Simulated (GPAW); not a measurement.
# Core-hole calculation of the O K edge in La2O3 (P-3m1), part 4 of 4

How does the O K edge of La2O3 (P-3m1) move when the bonds are compressed or stretched?

GPAW 26.7.0; X-ray absorption from dipole matrix elements to empty bands, plane-wave PAW LDA.

So far. Step 8 (Spectrum with FCH, O atom 3): The scaled spectrum changes by 9 % r.m.s. The highest intensity below 16 eV goes from 1.5 eV (3.07) to 1.6 eV (3.10). Step 10 (Spectrum with FCH, O atom 3): Against the first run the r.m.s. difference is 8 %. The highest intensity below 16 eV goes from 1.5 eV (3.07) to 1.4 eV (3.02).

## Step 12: Spectrum with FCH, O atom 3

Shorter bonds are expected to push antibonding states and scattering resonances up, and longer ones down; the cell is scaled to test that.

Changed against the first core-hole run: volume scale from 1 to 1.06.

Input file xas.py:

```python
import numpy as np
from ase import Atoms
from ase.parallel import parprint, paropen
from gpaw import GPAW, PW, FermiDirac, Mixer, MixerDif, setup_paths
from gpaw.test import gen
setup_paths.insert(0, '.')
gen('O', name='fch1s', xcname='LDA', corehole=(1, 0, 1), write_xml=True)
from gpaw.mpi import world
world.barrier()

atoms = Atoms('La6O9',
    cell=[[-6.01180729, 3.47091856, 0],
     [-6.01180729, -3.47091856, 0],
     [4.00787153, 0, 6.23182618]],
    scaled_positions=[[0.41541189, 0.74874523, 0.24623568],
     [0.74874523, 0.08207856, 0.24623568],
     [0.08207856, 0.41541189, 0.24623568],
     [0.25125477, 0.91792144, 0.75376432],
     [0.58458811, 0.25125477, 0.75376432],
     [0.91792144, 0.58458811, 0.75376432],
     [0, 0, 0],
     [0.33333333, 0.33333333, 0],
     [0.66666667, 0.66666667, 0],
     [0.54863022, 0.88196355, 0.64589065],
     [0.88196355, 0.21529688, 0.64589065],
     [0.21529688, 0.54863022, 0.64589065],
     [0.11803645, 0.78470312, 0.35410935],
     [0.45136978, 0.11803645, 0.35410935],
     [0.78470312, 0.45136978, 0.35410935]],
    pbc=True)
atoms.calc = calc = GPAW(legacy_gpaw=True, mode=PW(500, force_complex_dtype=True), xc='LDA', setups={6: 'fch1s'},
    kpts={'size': (3, 3, 3), 'gamma': True}, occupations=FermiDirac(0.02),
    charge=0, mixer=Mixer(0.1, 5, 50), maxiter=150,
    convergence={'density': 0.0001, 'eigenstates': 1e-6}, txt='scf.txt')
energy = atoms.get_potential_energy() + calc.get_reference_energy()
ef = calc.get_fermi_level()
out = dict(energy=energy, fermi=ef, forces=atoms.get_forces().tolist())
parprint(f'all-electron energy {energy:.4f} eV, Fermi level {ef:.4f} eV')
ev = np.array([[calc.get_eigenvalues(k, s) for k in range(len(calc.get_ibz_k_points()))] for s in range(calc.get_number_of_spins())])
out['homo'], out['lumo'], out['counts'] = ev[ev < ef].max(), ev[ev > ef].min(), sorted(set((ev < ef).sum((0, 2)).tolist()))
out['filled'] = (ev[:, 0] < ef).sum(1).tolist()

from ase.units import Ha
from gpaw.xas import dipole_matrix_elements
nb = int(calc.get_number_of_electrons() / 2) + 187
top, nb = nb, nb + 8 + nb // 12
nscf = calc.fixed_density(kpts={'size': (4, 4, 4), 'gamma': True}, nbands=nb,
    convergence={'bands': top, 'eigenstates': 5e-3}, maxiter=60, txt='nscf.txt')
cell = atoms.cell.array
ops = [cell.T @ U.T @ np.linalg.inv(cell.T) for U in nscf.wfs.kd.symmetry.op_scc]
filled = [60]  # bands filled in the ground state, by spin
E = np.arange(-6, 34, 0.1)
fwhm = np.interp(E, [4, 25], [0.9, 3.5])
Y, X, zero, highest = 0, 0, 1e9, 1e9
for spin in range(nscf.get_number_of_spins()):
    wfs = nscf.wfs
    mine = wfs.bd.get_slice()  # this rank's bands
    A = dipole_matrix_elements(wfs.setups[6])
    eps = np.zeros((wfs.kd.nibzkpts, nb))
    d = np.zeros((3, A.shape[1], wfs.kd.nibzkpts, nb), complex)
    for kpt in wfs.kpt_u:
        if kpt.s == spin and 6 in kpt.P_ani:
            eps[kpt.k, mine] = kpt.eps_n * Ha
            d[:, :, kpt.k, mine] = (kpt.weight * wfs.nspins / 2) ** 0.5 * np.inner(A, kpt.P_ani[6])
    world.sum(eps)
    world.sum(d)
    T = np.einsum('amkn,bmkn->abkn', d, d.conj()).real
    T = sum(np.einsum('ai,ijkn,bj->abkn', R, T, R) for R in ops) / len(ops)
    empty = np.ones_like(eps, bool) & (np.arange(nb) >= filled[spin])
    zero, highest = min(zero, eps[empty].min()), min(highest, eps[:, top - 1].min())
    lines = [(eps, T, empty)] if spin == 0 else lines + [(eps, T, empty)]
for eps, T, empty in lines:
    f = np.einsum('aakn->akn', T).reshape(3, -1)
    x = eps.ravel() - zero
    w = np.interp(x, E, fwhm) / 2.35482
    g = np.exp(-0.5 * ((E[:, None] - x) / w) ** 2) / (w * (2 * np.pi) ** 0.5)
    Y = Y + (f * empty.ravel()) @ g.T
    X = X + (f * ~empty.ravel()) @ g.T
out.update(E=E.round(2).tolist(), xas=Y.tolist(), xes=X.tolist(), zero=zero, valid=highest - zero, nk=len(eps), nb=nb)
for i in range(0, len(E), 10):
    parprint(f'{E[i]:7.2f}', *(f'{v:10.3e}' for v in Y[:, i]))
import json
with paropen('out.json', 'w') as f:
    json.dump(out, f)
```

Launch:

```bash
> OMP_NUM_THREADS=1 mpirun -n 4 gpaw python xas.py
```

Numbers of over 12 decimals in the logs are rounded to 6 here.

The log of the run:

```text
Input parameters:
  convergence: {density: 0.0001,
                eigenstates: 1e-06}
  kpts: {gamma: True,
         size: (3, 3, 3)}
  maxiter: 150
  mixer: {backend: pulay,
          beta: 0.1,
          method: separate,
          nmaxold: 5,
          weight: 50}
  mode: {ecut: 500.0,
         force_complex_dtype: True,
         name: pw}
  occupations: {fixmagmom: False,
                name: fermi-dirac,
[...]
*p    :    -0.067100
*d    :     0.000000
--------------------------------

Diagonalizing with gridspacing h=0.050

state   all-electron     PAW
-------------------------------
2s:      -1.594915    -1.596334
2p:      -1.067100    -1.073375
*d:                   -0.060686
*f:                   -0.013559
-------------------------------
all-electron energy -1403492.6066 eV, Fermi level 8.2776 eV
[...]
32.00  4.540e-05  4.525e-05  5.278e-05
  33.00  4.715e-05  4.678e-05  4.630e-05
[key lines of the parts left out:]
Converged after 31 iterations.
Dipole moment: (-0.000000, 0.000000, -0.000000) |e|*Ang
Free energy:   -160.363209
Fermi level: 8.27764
```

Run time: 10 min. Hardware: 4 MPI ranks of Arm Neoverse V1, shared host; peak memory 0.89 GiB.

```
E (eV)  first run  this run
  -2.0       0.00      0.00
  -1.0       0.00      0.00
   0.0       0.19      0.26
   1.0       2.29      2.70
   2.0       2.33      1.99
   3.0       1.16      1.17
   4.0       0.95      1.08
   5.0       1.43      1.64
   6.0       1.86      1.61
   7.0       0.91      0.55
   8.0       0.48      0.57
   9.0       0.67      0.73
  10.0       0.67      0.53
  11.0       0.48      0.46
  12.0       0.50      0.56
  13.0       0.63      0.72
  14.0       0.76      0.81
  15.0       0.81      0.82
  16.0       0.80      0.77
  17.0       0.76      0.80
  18.0       0.82      0.89
  19.0       0.91      0.93
  20.0       0.95      0.96
  21.0       0.99      1.03
  22.0       1.04      1.09
  23.0       1.09      1.10
  24.0       1.09      1.04
  25.0       1.03      0.94
  26.0       0.95      0.84
  27.0       0.86      0.76
  28.0       0.77      0.72
```

The scaled spectrum changes by 15 % r.m.s. A shift of -0.2 eV leaves 8 %. The highest intensity below 16 eV goes from 1.5 eV (3.07) to 1.3 eV (2.98).

The photon energy of the zero moves by -0.11 eV.

## Step 13: The volumes side by side

```
volume  nearest distance (Å)  shift of the zero (eV)  maximum 1 (eV above own zero)  maximum 2 (eV above own zero)  maximum 3 (eV above own zero)
  0.94                 2.668                   +0.09                            1.7                            6.6                           10.1
  0.97                 2.696                   +0.05                            1.6                            6.3                            9.8
     1                 2.723                   +0.00                            1.5                            6.0                            9.5
  1.03                 2.750                   -0.05                            1.4                            5.8                            9.2
  1.06                 2.777                   -0.11                            1.3                            5.6                            8.9
```

The curves, each shifted by its zero's change so that they share one photon-energy axis, counted from the zero at V × 1:

```
E (eV)  V × 0.94  V × 0.97  V × 1  V × 1.03  V × 1.06
  -2.0      0.00      0.00   0.00      0.00      0.00
  -1.0      0.00      0.00   0.00      0.00      0.00
   0.0      0.11      0.15   0.19      0.27      0.38
   1.0      1.50      1.89   2.29      2.65      2.88
   2.0      2.98      2.67   2.33      2.06      1.87
   3.0      1.35      1.22   1.16      1.15      1.15
   4.0      0.99      0.96   0.95      1.02      1.13
   5.0      1.12      1.28   1.43      1.57      1.69
   6.0      1.63      1.77   1.86      1.77      1.47
   7.0      1.72      1.33   0.91      0.64      0.52
   8.0      0.62      0.50   0.48      0.52      0.59
   9.0      0.50      0.58   0.67      0.73      0.72
  10.0      0.72      0.72   0.67      0.59      0.51
  11.0      0.62      0.54   0.48      0.46      0.47
  12.0      0.48      0.48   0.50      0.53      0.58
  13.0      0.54      0.58   0.63      0.68      0.73
  14.0      0.67      0.72   0.76      0.79      0.82
  15.0      0.76      0.79   0.81      0.82      0.81
  16.0      0.80      0.81   0.80      0.78      0.77
  17.0      0.79      0.77   0.76      0.78      0.81
  18.0      0.76      0.78   0.82      0.86      0.90
  19.0      0.82      0.87   0.91      0.93      0.94
  20.0      0.91      0.94   0.95      0.96      0.97
  21.0      0.97      0.98   0.99      1.01      1.04
  22.0      1.01      1.02   1.04      1.07      1.10
  23.0      1.05      1.07   1.09      1.10      1.10
  24.0      1.09      1.10   1.09      1.07      1.03
  25.0      1.09      1.07   1.03      0.98      0.93
  26.0      1.06      1.01   0.95      0.89      0.83
  27.0      0.99      0.92   0.86      0.80      0.75
```

## Step 14: Outcome

| Item | Value |
| --- | --- |
| absorber and edge | O K, atom 3 of the ground-state input (counted from 1) |
| surroundings | 6 La at 2.72 Å (octahedral, site symmetry -3m) |
| highest intensity below 16 eV | 1.5 eV above the zero, height 3.07 |
| photon energy of the zero, with the added terms | 525.8 eV (raw 534.6 eV; LDA puts this hole about 4 eV below PBE, itself good to a few eV) |

In words: From V × 0.94 to V × 1.06 the nearest distance grows by 0.109 Å and the zero moves by -0.20 eV. Above their own zero, the maxima move from 1.7 to 1.3 eV, from 6.6 to 5.6 eV and from 10.1 to 8.9 eV. The O K edge of atom 3, with 6 La at 2.72 Å (octahedral, site symmetry -3m), has its highest intensity of the first 16 eV at 1.5 eV above the zero, near 527 eV in photon energy (LDA puts this hole about 4 eV below PBE, itself good to a few eV), 3.1 times the mean level of the first 20 eV (Gaussian full width 0.9 eV up to 4 eV, rising linearly to 3.5 eV at 25 eV). At the O K edge of atom 3 polarisation matters most near 6.3 eV, where the curves differ by 2.1 on this scale. The crystal has 2 inequivalent O sites and not all are shown here, while a measurement adds them all. The mesh is coarse (0.28 Å⁻¹ between points), so small maxima may be mesh ripples. The structure is a computed Materials Project entry and may be a hypothetical form.

[Banner, clock and machine lines of the logs are left out without a mark of their own.]

[Logs are printed without paths, hosts, clocks, repeated set-up lines and the standing remarks that a program may print on its own settings, such as how far it seeks lower states.]

[Hosts, paths, dates, database ids (printed as entryN), source tags and the programs' standing remarks are cut or masked in the printed files.]

[Lists of maxima count a maximum above −3 eV only where it reaches 4 % of the highest in the window and stands out from its surroundings by 2 % of it (1.5 % where it reaches 55 %); shoulders and weaker maxima are passed over, and of the rest the first, up to two pre-edge ones and the few strongest are named.]
